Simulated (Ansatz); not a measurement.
Consider K2VCl6 (started from the K2PtCl6 type) (Fm-3m).

The structure was built from a prototype and need not be the compound's stable phase.

```
K V Cl
1.0
     4.65284    0.00000    4.65284
     4.65284    4.65284    0.00000
     0.00000    4.65284    4.65284
K V Cl
2 1 6
Direct
  0.25000 0.25000 0.25000
  0.75000 0.75000 0.75000
  0.00000 0.00000 0.00000
  0.24390 0.24390 0.75610
  0.75610 0.75610 0.24390
  0.24390 0.75610 0.24390
  0.75610 0.24390 0.75610
  0.75610 0.24390 0.24390
  0.24390 0.75610 0.75610
```

The structure was relaxed with LDA. The structure type comes from a generator and need not be one that this composition takes. The structure was generated from a model, not taken from a measurement. The runs that relaxed it are not among those shown. The program's search for lower electronic states was switched off, so nothing shows that the state found is the lowest. PAW set soft_2, made with PBE.

A constrained-RPA run (Ansatz 0.2.0; non-magnetic LDA; V t2g + anion p, bands v19 to c2, 2×2×2 mesh, medium accuracy) builds 21 functions on bands 6.5 eV wide, with 37.0 electrons in the window. The bare on-site interaction is 18.5 eV and the bare J 0.68 eV.

**Question.** Estimate U, U′ and J.

On the V t2g shell, U = 5.50 eV (30 % of the bare value), U′ = 4.41 eV, J = 0.54 eV.

The parent state is non-magnetic and the interaction static (zero frequency); U depends on the window and the orbitals, so it belongs to this model alone. A window that holds the anion p bands defines a model with explicit ligands; its U belongs to that model and is not the U of DFT+U. Coarse meshes can leave U off its limit, most where the target bands are metallic.

[Paths, hosts, dates, memory and timing lines, banners, echoed tables and standing remarks are left out of the program output.]

[Logs are printed without paths, hosts, clocks, repeated set-up lines and the standing remarks that a program may print on its own settings, such as how far it seeks lower states.]

[Runs of the session that timed out or met a known fault of the program may be left out.]

[Hosts, paths, dates, database ids (printed as entryN), source tags and the programs' standing remarks are cut or masked in the printed files.]
